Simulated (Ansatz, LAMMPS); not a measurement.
## Neighbourhoods of single atoms in liquid Zn24Hg7Se7Te24 at 1800 K (62 atoms)

Density of this cell: 5.80 g/cm³. The cell holds 62 atoms: 24 Zn, 7 Hg, 7 Se and 24 Te. Cell: a = 12.356 Å, b = 12.356 Å, c = 12.356 Å, α = 90.0°, β = 90.0°, γ = 90.0°. 62 atoms (24 Zn, 7 Hg, 7 Se, 24 Te) placed at random at 5.8 g/cm³, melted at 2500 K for 10 ps at fixed volume with the Stillinger-Weber II-VI potential (Zhou et al., Phys. Rev. B 88, 085309 (2013)). Snapshot at the end of a hold of 5 ps at 1800 K and fixed volume.

Computed with Ansatz 0.2.0: Kohn-Sham DFT, PBE, PAW (set soft_2), plane waves; cutoff 420 eV, Γ point, fermi-dirac smearing of 0.05 eV. Geometry: the geometry as built.

The whole cell was solved; only parts of it are printed.

A closer look about Se37, which bears the longest force: 34 atoms, nearest first, numbered in the order of the input, with positions taken from that point.

| atom | x | y | z | distance (Å) | Fx | Fy | Fz (eV/Å) |
| --- | --- | --- | --- | --- | --- | --- | --- |
| Se37 | 0.00 | 0.00 | 0.00 | 0.00 | -2.83 | -0.15 | -0.09 |
| Zn9 | -0.63 | 0.51 | -2.29 | 2.42 | 0.23 | -0.33 | 0.15 |
| Zn13 | -1.24 | -2.06 | 0.28 | 2.43 | -0.06 | -0.11 | -0.29 |
| Hg28 | 2.40 | 0.62 | 0.14 | 2.49 | 1.35 | 1.39 | 0.71 |
| Se33 | 2.45 | -1.83 | -1.01 | 3.22 | 1.19 | -0.32 | -0.29 |
| Zn2 | 0.10 | 1.15 | 3.47 | 3.66 | -0.19 | 0.23 | -0.13 |
| Te53 | -0.64 | -2.14 | 2.93 | 3.68 | -0.35 | -0.27 | 0.79 |
| Te57 | 1.84 | 1.69 | -2.74 | 3.71 | 0.33 | 0.45 | 0.20 |
| Te60 | -3.53 | -0.89 | -0.88 | 3.74 | 0.24 | -0.56 | 0.47 |
| Hg31 | -1.92 | 2.80 | -2.12 | 4.01 | -0.62 | -0.21 | 0.73 |
| Te44 | 1.76 | 2.96 | 2.18 | 4.08 | -0.30 | -0.40 | -0.50 |
| Zn24 | 1.15 | -2.74 | -2.95 | 4.19 | -1.10 | -0.36 | 1.05 |
| Zn8 | 3.11 | -3.27 | 0.93 | 4.61 | -0.06 | -0.54 | 0.03 |
| Te59 | 0.80 | -4.57 | 0.40 | 4.65 | -0.40 | -0.20 | 0.76 |
| Se32 | -1.34 | -3.95 | -2.19 | 4.71 | 0.68 | 1.11 | -1.01 |
| Te48 | -1.95 | -0.05 | -4.54 | 4.95 | 0.30 | 0.25 | 0.45 |
| Zn14 | -2.82 | -2.24 | -3.49 | 5.01 | -0.18 | -0.65 | 0.75 |
| Se34 | -4.45 | 2.34 | -0.28 | 5.04 | -0.31 | 0.46 | -0.25 |
| Te54 | 2.89 | 4.14 | -0.93 | 5.14 | 0.81 | -0.20 | 0.06 |
| Zn4 | 4.88 | -1.41 | -1.63 | 5.34 | 0.04 | 0.05 | -0.55 |
| Te43 | -2.28 | 1.60 | 4.76 | 5.52 | 0.39 | 1.06 | -0.68 |
| Zn11 | 1.55 | -1.72 | 5.01 | 5.52 | 0.28 | 0.26 | -0.16 |
| Zn22 | -4.45 | 1.84 | -2.70 | 5.52 | -0.62 | -0.44 | -0.34 |
| Zn15 | 3.35 | 0.27 | -4.44 | 5.57 | 0.15 | 0.15 | 0.24 |
| Te39 | 3.65 | -2.63 | 3.45 | 5.67 | 0.40 | 0.36 | -0.35 |
| Zn7 | -4.51 | 2.67 | 2.25 | 5.70 | 1.29 | 0.39 | -0.55 |
| Te40 | -0.52 | 3.86 | -4.24 | 5.75 | 0.20 | 0.28 | -1.13 |
| Zn19 | 0.28 | 1.65 | -5.56 | 5.81 | -0.90 | 0.15 | 0.49 |
| Zn17 | -1.61 | -5.14 | 2.20 | 5.81 | 0.52 | -0.37 | -0.55 |
| Te42 | -3.75 | -1.55 | 4.40 | 5.98 | 0.00 | -0.44 | 0.14 |
| Te50 | 2.73 | -2.39 | -4.80 | 6.02 | 0.04 | 0.53 | -1.24 |
| Te49 | 2.37 | 1.12 | 5.57 | 6.15 | 0.23 | -0.79 | -0.55 |
| Se36 | -2.68 | 5.62 | 0.41 | 6.24 | 0.27 | 0.47 | 1.48 |
| Te51 | -5.91 | -2.03 | 0.62 | 6.28 | 0.33 | 0.21 | -0.27 |

A closer look about Hg26, one of the 7 Hg atoms: 34 atoms, nearest first, numbered in the order of the input, with positions taken from that point.

| atom | x | y | z | distance (Å) | Fx | Fy | Fz (eV/Å) |
| --- | --- | --- | --- | --- | --- | --- | --- |
| Hg26 | 0.00 | 0.00 | 0.00 | 0.00 | 0.35 | -0.61 | -0.07 |
| Zn16 | 0.89 | 1.81 | -1.62 | 2.59 | 0.01 | -0.23 | -0.78 |
| Se35 | -0.83 | 1.79 | 1.92 | 2.75 | -0.26 | -0.52 | 0.63 |
| Te46 | -0.26 | -2.43 | 1.78 | 3.02 | 0.61 | 0.42 | -0.14 |
| Zn20 | 1.67 | -2.55 | -0.76 | 3.15 | -0.29 | 0.01 | 0.01 |
| Zn15 | -2.97 | 1.13 | 0.57 | 3.23 | 0.15 | 0.15 | 0.24 |
| Zn4 | -1.45 | -0.55 | 3.38 | 3.71 | 0.04 | 0.05 | -0.55 |
| Te42 | 2.28 | -0.69 | -2.95 | 3.80 | 0.00 | -0.44 | 0.14 |
| Zn14 | 3.21 | -1.38 | 1.52 | 3.81 | -0.18 | -0.65 | 0.75 |
| Zn22 | 1.58 | 2.70 | 2.31 | 3.89 | -0.62 | -0.44 | -0.34 |
| Te50 | -3.59 | -1.53 | 0.21 | 3.91 | 0.04 | 0.53 | -1.24 |
| Se38 | 1.31 | 3.79 | -0.16 | 4.02 | -0.22 | -0.85 | 1.01 |
| Zn21 | -0.06 | -0.10 | -4.17 | 4.17 | -0.44 | 0.15 | -0.28 |
| Te48 | 4.08 | 0.81 | 0.47 | 4.18 | 0.30 | 0.25 | 0.45 |
| Te41 | -0.41 | -3.65 | -2.17 | 4.26 | 0.47 | 0.09 | -0.19 |
| Te49 | -3.96 | 1.98 | -1.78 | 4.77 | 0.23 | -0.79 | -0.55 |
| Te58 | -0.41 | 2.63 | -4.00 | 4.80 | -1.04 | -1.39 | 1.20 |
| Hg30 | -2.40 | -4.16 | -0.26 | 4.81 | -0.02 | -0.06 | 0.01 |
| Te60 | 2.50 | -0.03 | 4.13 | 4.83 | 0.24 | -0.56 | 0.47 |
| Zn5 | 4.31 | -2.08 | -0.99 | 4.89 | 0.41 | 0.14 | -0.15 |
| Zn18 | -0.73 | 4.88 | -0.59 | 4.97 | -0.94 | 0.52 | -0.53 |
| Te39 | -2.68 | -1.77 | -3.89 | 5.05 | 0.40 | 0.36 | -0.35 |
| Te43 | 3.75 | 2.46 | -2.58 | 5.18 | 0.39 | 1.06 | -0.68 |
| Zn11 | -4.77 | -0.85 | -2.33 | 5.38 | 0.28 | 0.26 | -0.16 |
| Te57 | -4.48 | 2.55 | 2.27 | 5.63 | 0.33 | 0.45 | 0.20 |
| Se33 | -3.88 | -0.97 | 4.00 | 5.66 | 1.19 | -0.32 | -0.29 |
| Te51 | 0.12 | -1.17 | 5.63 | 5.75 | 0.33 | 0.21 | -0.27 |
| Te55 | 3.24 | -4.80 | -0.25 | 5.79 | -0.06 | -0.19 | -0.15 |
| Zn24 | -5.18 | -1.88 | 2.06 | 5.88 | -1.10 | -0.36 | 1.05 |
| Zn10 | 3.22 | 4.86 | -0.94 | 5.91 | 1.26 | 0.41 | -0.49 |
| Se34 | 1.58 | 3.20 | 4.73 | 5.92 | -0.31 | 0.46 | -0.25 |
| Zn9 | 5.40 | 1.37 | 2.72 | 6.20 | 0.23 | -0.33 | 0.15 |
| Hg31 | 4.11 | 3.67 | 2.88 | 6.21 | -0.62 | -0.21 | 0.73 |
| Te61 | -2.53 | 5.03 | -2.67 | 6.23 | 0.28 | -0.37 | 0.81 |

Length of the force by element:

| element | coordination | atoms | mean length of the force (eV/Å) | spread | least | most |
| --- | --- | --- | --- | --- | --- | --- |
| Hg | all | 7 | 0.956 | 0.605 | 0.0624 | 2.06 |
| Se | all | 7 | 1.45 | 0.662 | 0.613 | 2.83 |
| Te | all | 24 | 0.859 | 0.428 | 0.246 | 2.11 |
| Zn | all | 24 | 0.742 | 0.410 | 0.261 | 1.56 |

The force components of 0.60 eV/Å r.m.s. hold both thermal displacement and the mismatch between the potential that made the cell and DFT. The network of bonds at the start is that of the classical potential that made the cell, and needn't be the one that DFT or experiment would give. Only the Γ point is sampled, in a cell whose shortest periodic width is 12 Å, which is coarse for a cell with partly filled levels.

[Hosts, paths, dates, database ids (printed as entryN), source tags and the programs' standing remarks are cut or masked in the printed files.]
